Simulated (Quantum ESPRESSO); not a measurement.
# Mn3InC: which magnetic order is lowest

Aim: find out which collinear order of Mn3InC costs least.

Method: PBEsol; plane waves with GBRV 1.5 PBEsol potentials, no spin-orbit coupling, in Quantum ESPRESSO 7.5.

### 1. Set-up

The structure is cubic, space group Pm-3m (No. 221). The conventional cell has a = 3.949 Å, b = 3.949 Å, c = 3.949 Å, α = 90.00°, β = 90.00°, γ = 90.00°. Nearest to Mn lie 2 C at 1.97 Å and 8 Mn at 2.79 Å and 4 In at 2.79 Å. In has 12 Mn at 2.79 Å nearest. C has 6 Mn at 1.97 Å nearest. Farther neighbours are not listed.

Structure file:

```cif
data_structure
_symmetry_space_group_name_H-M 'P 1'
_symmetry_Int_Tables_number 1
_cell_length_a 3.9487
_cell_length_b 3.9487
_cell_length_c 3.9487
_cell_angle_alpha 90.000
_cell_angle_beta 90.000
_cell_angle_gamma 90.000
_cell_volume 61.57
loop_
_atom_site_label
_atom_site_type_symbol
_atom_site_fract_x
_atom_site_fract_y
_atom_site_fract_z
_atom_site_occupancy
Mn1 Mn 0.50000 0.00000 0.00000 1
Mn2 Mn 0.00000 0.00000 0.50000 1
Mn3 Mn 0.00000 0.50000 0.00000 1
In4 In 0.50000 0.50000 0.50000 1
C5 C 0.00000 0.00000 0.00000 1
```

The cell comes from Materials Project 2023-11-01, a database of computed structures, and need not be the stable phase.

### 2. Start 1: ferro +++

The signs are those of the starting moments on the seeded atoms, the atoms that are given a moment.

pw.in

```
&CONTROL
  calculation = 'scf'
  prefix = 'pwscf'
  outdir = './tmp'
  pseudo_dir = './pseudo'
  disk_io = 'nowf'
/
&SYSTEM
  ibrav = 0
  nat = 5
  ntyp = 3
  ecutwfc = 40
  ecutrho = 280
  nbnd = 46
  occupations = 'smearing'
  smearing = 'fd'
  degauss = 0.00734986
  nspin = 2
  starting_magnetization(1) = 0.2333
  starting_magnetization(2) = 0
  starting_magnetization(3) = 0
/
&ELECTRONS
  conv_thr = 1d-08
  electron_maxstep = 150
  mixing_beta = 0.3
/
ATOMIC_SPECIES
Mn     54.9380 mn_pbesol_v1.5.uspp.F.UPF
In    114.8180 in_pbesol_v1.4.uspp.F.UPF
C      12.0110 c_pbesol_v1.2.uspp.F.UPF
CELL_PARAMETERS angstrom
   3.9486650000    0.0000000000    0.0000000000
   0.0000000000    3.9486650000    0.0000000000
   0.0000000000    0.0000000000    3.9486650000
ATOMIC_POSITIONS crystal
Mn      0.5000000000    0.0000000000    0.0000000000
Mn      0.0000000000    0.0000000000    0.5000000000
Mn      0.0000000000    0.5000000000    0.0000000000
In      0.5000000000    0.5000000000    0.5000000000
C       0.0000000000    0.0000000000    0.0000000000
K_POINTS automatic
6 6 6 0 0 0
```

Command:

```console
OMP_NUM_THREADS=1 mpirun -n 4 pw.x -nk 4 -in pw.in > pw.out
```

What it wrote:

```text
Program PWSCF v.7.5 starts

     Message from routine setup:
     using ibrav=0 with symmetry is DISCOURAGED, use correct ibrav instead

     K-points division:     npool     =       4
     Subspace diagonalization in iterative solution of the eigenvalue problem:

     G-vector sticks info
     --------------------
     sticks:   dense  smooth     PW     G-vecs:    dense   smooth      PW
     Sum        1237     709    221                32795    14147    2517

     Using Slab Decomposition

     bravais-lattice index     =            0
     lattice parameter (alat)  =       7.4619  a.u.
     unit-cell volume          =     415.4775 (a.u.)^3
     number of atoms/cell      =            5
     number of atomic types    =            3
     number of electrons       =        62.00
     number of Kohn-Sham states=           46
     kinetic-energy cutoff     =      40.0000  Ry
     charge density cutoff     =     280.0000  Ry
     scf convergence threshold =      1.0E-08
     mixing beta               =       0.3000
     number of iterations used =            8  plain     mixing
     Exchange-correlation= SLA  PW   PSX  PSC
                           (   1   4  10   8   0   0   0)

     celldm(1)=   7.461895  celldm(2)=   0.000000  celldm(3)=   0.000000
     celldm(4)=   0.000000  celldm(5)=   0.000000  celldm(6)=   0.000000

     crystal axes: (cart. coord. in units of alat)
               a(1) = (   1.000000   0.000000   0.000000 )
               a(2) = (   0.000000   1.000000   0.000000 )
               a(3) = (   0.000000   0.000000   1.000000 )

     reciprocal axes: (cart. coord. in units 2 pi/alat)
               b(1) = (  1.000000  0.000000  0.000000 )
               b(2) = (  0.000000  1.000000  0.000000 )
               b(3) = (  0.000000  0.000000  1.000000 )

     PseudoPot. # 1 for Mn read from file:
     mn_pbesol_v1.5.uspp.F.UPF
     Pseudo is Ultrasoft + core correction, Zval = 15.0
     Generated by new atomic code, or converted to UPF format
     Using radial grid of  859 points,  6 beta functions with:
                l(1) =   0
                l(2) =   0
                l(3) =   1
                l(4) =   1
                l(5) =   2
                l(6) =   2
     Q(r) pseudized with  8 coefficients,  rinner =    0.950   0.950   0.950
                                                       0.950   0.950

     PseudoPot. # 2 for In read from file:
     in_pbesol_v1.4.uspp.F.UPF
     Pseudo is Ultrasoft + core correction, Zval = 13.0
     Generated by new atomic code, or converted to UPF format
     Using radial grid of  889 points,  6 beta functions with:
                l(1) =   0
                l(2) =   0
                l(3) =   1
                l(4) =   1
                l(5) =   2
                l(6) =   2
     Q(r) pseudized with  6 coefficients,  rinner =    1.400   1.400   1.400
                                                       1.400   1.400

     PseudoPot. # 3 for C  read from file:
     c_pbesol_v1.2.uspp.F.UPF
     Pseudo is Ultrasoft + core correction, Zval =  4.0
     Generated by new atomic code, or converted to UPF format
     Using radial grid of  721 points,  4 beta functions with:
                l(1) =   0
                l(2) =   0
                l(3) =   1
                l(4) =   1
     Q(r) pseudized with  8 coefficients,  rinner =    1.100   1.100   1.100

     atomic species   valence    mass     pseudopotential
     Mn               15.00    54.93800     Mn( 1.00)
     In               13.00   114.81800     In( 1.00)
     C                 4.00    12.01100     C ( 1.00)

     Starting magnetic structure
     atomic species   magnetization
     Mn              0.233
     In              0.000
     C               0.000

     48 Sym. Ops., with inversion, found

   Cartesian axes

     site n.     atom                  positions (alat units)
         1        Mn     tau(   1) = (   0.5000000   0.0000000   0.0000000  )
         2        Mn     tau(   2) = (   0.0000000   0.0000000   0.5000000  )
         3        Mn     tau(   3) = (   0.0000000   0.5000000   0.0000000  )
         4        In     tau(   4) = (   0.5000000   0.5000000   0.5000000  )
         5        C      tau(   5) = (   0.0000000   0.0000000   0.0000000  )

     number of k points=    20  Fermi-Dirac smearing, width (Ry)=  0.0073
                       cart. coord. in units 2pi/alat
        k(    1) = (   0.0000000   0.0000000   0.0000000), wk =   0.0046296
        k(    2) = (   0.0000000   0.0000000   0.1666667), wk =   0.0277778
        k(    3) = (   0.0000000   0.0000000   0.3333333), wk =   0.0277778
        k(    4) = (   0.0000000   0.0000000  -0.5000000), wk =   0.0138889
        k(    5) = (   0.0000000   0.1666667   0.1666667), wk =   0.0555556
        [... 15 further k-points ...]

     Dense  grid:    32795 G-vectors     FFT dimensions: (  40,  40,  40)

     Smooth grid:    14147 G-vectors     FFT dimensions: (  32,  32,  32)

     Check: negative core charge=   -0.000049
     Generating pointlists ...
     new r_m :   0.2063 (alat units)  1.5390 (a.u.) for type    1
     new r_m :   0.2917 (alat units)  2.1765 (a.u.) for type    2
     new r_m :   0.2063 (alat units)  1.5390 (a.u.) for type    3

     Initial potential from superposition of free atoms

     starting charge      58.9997, renormalised to      62.0000
     Starting wfcs are   52 randomized atomic wfcs

     Self-consistent Calculation

     iteration #  1     ecut=    40.00 Ry     beta= 0.30
     Davidson diagonalization with overlap
     ethr =  1.00E-02,  avg # of iterations =  3.5

     total energy              =    -775.02213439 Ry
     estimated scf accuracy    <      12.50845984 Ry

     total magnetization       =     3.93 Bohr mag/cell
     absolute magnetization    =     4.38 Bohr mag/cell

     iteration #  2     ecut=    40.00 Ry     beta= 0.30
     Davidson diagonalization with overlap
     ethr =  1.00E-02,  avg # of iterations =  2.9

     total energy              =    -777.53014373 Ry
     estimated scf accuracy    <       2.30435167 Ry

     total magnetization       =     7.16 Bohr mag/cell
     absolute magnetization    =     7.79 Bohr mag/cell

     iteration #  3     ecut=    40.00 Ry     beta= 0.30
     Davidson diagonalization with overlap
     ethr =  3.72E-03,  avg # of iterations =  1.8

     total energy              =    -777.88325202 Ry
     estimated scf accuracy    <       0.08245627 Ry

     total magnetization       =     6.98 Bohr mag/cell
     absolute magnetization    =     7.61 Bohr mag/cell

     [... further iterations left out ...]

     iteration # 13     ecut=    40.00 Ry     beta= 0.30
     Davidson diagonalization with overlap
     ethr =  4.21E-09,  avg # of iterations =  2.5

     total energy              =    -777.90539373 Ry
     estimated scf accuracy    <       0.00000129 Ry

     total magnetization       =     5.94 Bohr mag/cell
     absolute magnetization    =     6.66 Bohr mag/cell

     iteration # 14     ecut=    40.00 Ry     beta= 0.30
     Davidson diagonalization with overlap
     ethr =  2.07E-09,  avg # of iterations =  1.1

     total energy              =    -777.90539362 Ry
     estimated scf accuracy    <       0.00000044 Ry

     total magnetization       =     5.94 Bohr mag/cell
     absolute magnetization    =     6.66 Bohr mag/cell

     iteration # 15     ecut=    40.00 Ry     beta= 0.30
     Davidson diagonalization with overlap
     ethr =  7.10E-10,  avg # of iterations =  2.5

     total energy              =    -777.90539376 Ry
     estimated scf accuracy    <       0.00000004 Ry

     total magnetization       =     5.94 Bohr mag/cell
     absolute magnetization    =     6.65 Bohr mag/cell

     iteration # 16     ecut=    40.00 Ry     beta= 0.30
     Davidson diagonalization with overlap
     ethr =  5.94E-11,  avg # of iterations =  2.2

     Magnetic moment per site  (integrated on atomic sphere of radius R)
     atom   1 (R=0.206)  charge= 12.0930  magn=  1.8241
     atom   2 (R=0.206)  charge= 12.0930  magn=  1.8241
     atom   3 (R=0.206)  charge= 12.0930  magn=  1.8241
     atom   4 (R=0.292)  charge= 11.0550  magn= -0.0807
     atom   5 (R=0.206)  charge=  3.0757  magn= -0.1692

     End of self-consistent calculation

     [... lines left out ...]
     the Fermi energy is    16.2872 ev

!    total energy              =    -777.90539378 Ry
     estimated scf accuracy    <          2.2E-09 Ry
     smearing contrib. (-TS)   =      -0.01228812 Ry
     internal energy E=F+TS    =    -777.89310566 Ry

     The total energy is F=E-TS. E is the sum of the following terms:
     one-electron contribution =    -315.57868454 Ry
     hartree contribution      =     197.31494578 Ry
     xc contribution           =    -120.09258134 Ry
     ewald contribution        =    -539.53678556 Ry

     total magnetization       =     5.94 Bohr mag/cell
     absolute magnetization    =     6.65 Bohr mag/cell

     convergence has been achieved in  16 iterations

=------------------------------------------------------------------------------=
   JOB DONE.
=------------------------------------------------------------------------------=
```

Wall time 21 s (4 MPI ranks of Arm Neoverse V1, shared host); peak memory 0.41 GiB; 83 s of CPU time.

Spin moment in the atom's sphere by atom:

| atom | spin moment in the atom's sphere (μB) |
| --- | --- |
| Mn1 | 1.82 |
| Mn2 | 1.82 |
| Mn3 | 1.82 |
| In4 | -0.08 |
| C5 | -0.17 |

This step gave:

```yaml
smearing_term_ts: 0.1672 eV
magnetization: 5.937 μB
absolute_magnetization: 6.655 μB
final_state: ferromagnetic
```

Spin density in the ac plane at fractional y = 0.000, with atoms of Mn and C within 0.2 Å of it.

Ten even steps from '0' (-0.1 e/Å³) to '9' (3.1 e/Å³), each cell a mean:
```
00000258410000
00000123200000
00000001000000
00000000000000
11000000000001
64100000000024
97200000000138
74100000000025
21000000000012
00000000000000
00000000000000
00000012100000
00000147410000
00000279610000
```
Columns run along a (3.9 Å), rows up along c (3.9 Å). Atoms in or near the plane, at fractional coordinates: Mn at (0.50, 0.00), Mn at (0.00, 0.50), C at (0.00, 0.00).

Valence density in the ac plane at fractional y = 0.000, with atoms of Mn and C within 0.2 Å of it. It is the smooth field of the valence electrons, not physical close to the nuclei.

Ten even steps from '_' (0 e/Å³) to '@' (17 e/Å³), each cell a mean:
```
__________--%%@@##..________
__________..--==::__________
____________________________
____________________________
::..______________________..
%%**..__________________::##
**@@::__________________==@@
@@##..__________________--%%
==::____________________..--
____________________________
____________________________
____________..::..__________
__________::##@@**..________
__________==@@**%%::________
```
Columns run along a (3.9 Å), rows up along c (3.9 Å). Atoms in or near the plane, at fractional coordinates: Mn at (0.50, 0.00), Mn at (0.00, 0.50), C at (0.00, 0.00).

(Part 1 of 3 ends here.)

[Logs and program files are shortened in this print: banners, set-up blocks, solver, clock and traceback lines can be left out without a mark of their own.]

[Logs are printed without paths, hosts, clocks, repeated set-up lines and the standing remarks that a program may print on its own settings, such as how far it seeks lower states.]

[Hosts, paths, dates, database ids (printed as entryN), source tags and the programs' standing remarks are cut or masked in the printed files.]

[Where a cell is said to come from a database of computed structures, the database is the Materials Project.]
